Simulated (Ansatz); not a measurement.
## Br_O in Na3BrO (Pm-3m): charge-transition levels and formation energies

Wanted: the transition levels of a antisite in Na3BrO (Pm-3m), from a cell of 60 host atoms with 1 O taken out and 1 Br put in.

Calculated with Ansatz 0.2.0; place-levels on PBEsol runs: charge-transition levels and formation energies with image-charge correction and potential alignment at the atomic sites.

## (1) Starting point

The cell holds 60 atoms: 36 Na, 13 Br and 11 O. Its edges and angles: a = 10.156 Å, b = 12.847 Å, c = 9.084 Å, α = 90.0°, β = 90.0°, γ = 108.4°. It derives from Na3BrO (space group Pm-3m). Nearest the centre at fractional (0.667, 0.417, 0.750): Br30 at 0.00 Å, Na18 at 2.27 Å, Na9 at 2.27 Å, Na24 at 2.27 Å, Na51 at 2.27 Å, Na20 at 2.27 Å, Na47 at 2.27 Å, Br55 at 3.93 Å.

The host's dielectric constants go in as inputs: 3.26 for the electrons alone, 9.40 with the ions, from a response run on this crystal (DFPT, PBEsol) at that run's own cell.

The cell's shortest repeat is 9.1 Å.

## (2) Charge states

Levels follow from differences of total energies between charge states, each relaxed by itself.

Random displacements of about 0.05 Å break the site symmetry at the start, so that the relaxation can reach a distorted minimum if there is one. Forces are taken at one point at (¼, ¼, ¼). The cell holds 1 electron fewer than the neutral one, with a uniform background that keeps it neutral on the whole.

The sampling was tested on the host first: at the k-points planned (1x1x1 shifted 0.25 0.25 0.25) its energy lies 0.000 eV an atom from the dense-mesh value, under the bound of 0.02 eV set for this test; that bounds the host's error, not the defect's.

One of the inputs; charge, spin and start change from state to state.

qp1.relax/input.yaml

```yaml
crystal:
  lattice:
    - [9.08406599, 4.54203299, 0.0]
    - [-9.08406599, 9.08406599, 0.0]
    - [0.0, 0.0, 9.08406599]
  atoms:
    - { symbol: Na, position: [0.16666667, 0.16666667, 0.25] }
    - { symbol: Na, position: [0.5, 0.0, 0.25] }
[... 6 atom lines left out ...]
    - { symbol: Na, position: [0.66666667, 0.41666667, 0.0] }
[... 1 atom line left out ...]
    - { symbol: Br, position: [0.33333333, 0.33333333, 0.0] }
    - { symbol: Br, position: [0.66666667, 0.16666667, 0.0] }
[... 2 atom lines left out ...]
    - { symbol: O, position: [0.66666667, 0.41666667, 0.25] }
[... 2 atom lines left out ...]
    - { symbol: Na, position: [0.83333333, 0.33333333, 0.75] }
[... 1 atom line left out ...]
    - { symbol: Na, position: [0.5, 0.25, 0.75] }
[... 3 atom lines left out ...]
    - { symbol: Na, position: [0.66666667, 0.41666667, 0.5] }
[... 1 atom line left out ...]
    - { symbol: Br, position: [0.33333333, 0.33333333, 0.5] }
    - { symbol: Br, position: [0.66666667, 0.16666667, 0.5] }
    - { symbol: O, position: [0.0, 0.25, 0.75] }
    - { symbol: O, position: [0.33333333, 0.08333333, 0.75] }
    - { symbol: Br, position: [0.66666667, 0.41666667, 0.75] }
[... 9 atom lines left out ...]
    - { symbol: Br, position: [0.0, 0.5, 0.0] }
[... 1 atom line left out ...]
    - { symbol: Br, position: [0.66666667, 0.66666667, 0.0] }
[... 4 atom lines left out ...]
    - { symbol: Na, position: [0.5, 0.5, 0.75] }
[... 3 atom lines left out ...]
    - { symbol: Na, position: [0.83333333, 0.58333333, 0.75] }
[... 3 atom lines left out ...]
    - { symbol: Br, position: [0.0, 0.5, 0.5] }
[... 1 atom line left out ...]
    - { symbol: Br, position: [0.66666667, 0.66666667, 0.5] }
    - { symbol: O, position: [0.0, 0.75, 0.75] }
    - { symbol: O, position: [0.33333333, 0.58333333, 0.75] }
    - { symbol: O, position: [0.66666667, 0.91666667, 0.75] }
  host:
    repeats: [1, 2, 2]
    atoms:
      - { symbol: Na, position: [0.16666667, 0.33333333, 0.5] }
      - { symbol: Na, position: [0.5, 0.0, 0.5] }
      # ... 13 more atoms of the perfect host
total_charge: 1
basis:
  ecutwfc: 420
  xc_grid: 2
hamiltonian:
  xc: pbesol
kpoints:
  mp_grid: { grid: [1, 1, 1], shift: [0.25, 0.25, 0.25] }
scf:
  occupations: { method: fixed }
  max_iter: 60
output:
  forces: true
  charged_corrections:
    epsilon: 3.26
    static_epsilon: 9.4
    defect_position: [0.666667, 0.416667, 0.75]
relax:
  f_tol: 0.02
  max_steps: 80
  random_displacement: { amplitude: 0.05, seed: 342 }
checkpoint:
  write: "../qp1.relax.run"
  compress: false
  write_wavefunctions: true
  write_every: 100000
```

Started as:

```sh
ansatz run input.yaml --threads 4 --pin off --max-ram 7536MiB --backend cpu --events-out ev --progress --plain --runs-dir out
```

The relaxed structure is kept and the sampling changed to a 2×2×2 shifted mesh.

The run of this state that the levels use, under PBEsol:

qp1.point/input.yaml

```yaml
crystal:
  checkpoint: "../qp1.relax.run"
  host: checkpoint
total_charge: 1
basis:
  ecutwfc: 420
  xc_grid: 2
hamiltonian:
  xc: pbesol
kpoints:
  mp_grid: { grid: [2, 2, 2], shift: [0.5, 0.5, 0.5] }
scf:
  occupations: { method: fermi_dirac, width: 0.01 }
  max_iter: 60
output:
  forces: true
  eigenvalues: true
  charged_corrections:
    epsilon: 3.26
    static_epsilon: 9.4
    defect_position: [0.666667, 0.416667, 0.75]
  eigenstates: { localisation: true }
  populations: true
  band_densities: [{ bands: [v1, v1] }, { bands: [c1, c1] }]
  write_density: true
  write_potential: true
  volumetric_format: npy
  elf: true
checkpoint:
  read: "../qp1.relax.run"
  write: "../qp1.point.run"
  compress: false
  write_wavefunctions: false
  write_every: 100000
```

Started as:

```sh
ansatz run input.yaml --threads 4 --pin off --max-ram 7536MiB --backend cpu --events-out ev --progress --plain --runs-dir out
```

Relaxations under PBEsol at one point at (¼, ¼, ¼); times on 4 threads of Arm Neoverse V1, shared host:

```tsv
charge	moment (μB)	occupations	outcome	steps	largest displacement against the far atoms (Å)	time
0	1	fixed	converged	5	0.36	2.5 min
+1	0	fixed	converged	13	0.63	3.3 min
```

Single points under PBEsol at a 2×2×2 shifted mesh; times on 4 threads of Arm Neoverse V1, shared host:

```tsv
charge	moment (μB)	occupations	outcome	time
0	1	fermi-dirac	converged	4.1 min
+1	0	fermi-dirac	converged	99 s
```

Distances (Å) from Br30 to the nearest atoms after relaxation with PBEsol:

```tsv
charge	moment (μB)	1.	2.	3.	4.	5.	6.
0	1	Na 2.51	Na 2.51	Na 2.58	Na 2.59	Na 2.61	Na 2.62
+1	0	Na 2.60	Na 2.60	Na 2.61	Na 2.61	Na 2.62	Na 2.62
```

## (3) Levels against the band edges, PBEsol

A charged cell interacts with its images and the background, and its potential has another zero than the host's. place-levels removes the first by a point-charge model, screened by the static dielectric constant since the ions have relaxed around the charge, and the second by comparing potentials at atoms far from the defect.

The host is a run of the defect-free crystal in the same cutoffs, grids and k-points, so that basis and sampling errors cancel in part in the differences. Its band edges come from a run of the primitive cell that searches the zone for them. The host is run in a cell of 15 atoms on a matching mesh. Chemical potentials are energies per atom of O (O2 molecule) and Br (solid Br2 (Cmce)), run with the same functional and cutoff.

levels.point.yaml

```yaml
host:
  run: host.point.run
  levels_from: { run: edges.point.run }
states: [q0_M1.point.run, qp1.point.run]
geometry_from:
  q0_M1.point.run: q0_M1.relax.run
  qp1.point.run: qp1.relax.run
chemical_potentials:
  O:
    energy: -558.282649
    dataset: "<sha256 of the dataset>"
  Br:
    energy: -2736.47272
    dataset: "<sha256 of the dataset>"
epsilon: 3.26
static_epsilon: 9.4
vertical:
  - { from: qp1.point.run, to: qp1.point_neutral.run }
```

Started as:

```sh
ansatz place-levels levels.point.yaml -- --threads 4 --pin off --max-ram 7536MiB
```

Planned after this: the same at the relaxations' own k-points.

Q: Predict the gap of the host.

Of the charges placed (0 and +1), +1 is the lowest from 0.02 eV above the valence top to 0.02 eV below the conduction bottom, a gap of 1.94 eV. Charges above +1 and below 0 were not placed, so these runs say nothing of levels that involve them. States placed: +1 at 0 μB; 0 at 1 μB. Other spin states or structures, where not listed, weren't placed.

```
gap of the host                                                             : 1.94 eV (PBEsol)
level (plus 1/0)                                                            : 2.04 eV above the valence top, past the conduction bottom (2.49 eV above the valence top without the band-filling term)
lowest of the charges placed, just above the valence top (0.02 eV)          : +1
lowest of the charges placed, just below the conduction bottom (0.02 eV)    : +1
lowest formation energy at mid-gap of the charges run, elemental references : 1.55 eV
```

The program finds carriers beyond a band edge of the host and adds a band-filling term at charge 0 (-0.45 eV); steps to such a charge show no bound level, and a defect level inside a band would be read the same way. Going from one point at (¼, ¼, ¼) to a 2×2×2 shifted mesh moves formation energies against the elements by up to 0.00 eV; band-filling terms, which differ between samplings, are in these energies. The program doubts the alignment of potentials for at least one state, a sign that the cell is small. Keep in mind: PBEsol makes the gap too small and tends to spread out bound carriers; where a gas molecule sets a chemical potential or the host's formation energy, its binding is uncorrected.

[Logs are printed without paths, hosts, clocks, repeated set-up lines and the standing remarks that a program may print on its own settings, such as how far it seeks lower states.]

[Hosts, paths, dates, database ids (printed as entryN), source tags and the programs' standing remarks are cut or masked in the printed files.]

[Where a table of states has a column of steps, it counts the stored structures, which are thinned; the runs took as many ionic steps or more.]

[A defect's name tells the site on which it was built; relaxed atoms can leave that site.]

[For some hosts the program warned that the k-mesh of the response run may be too coarse for force constants and the static dielectric constant; such warnings are not shown here.]
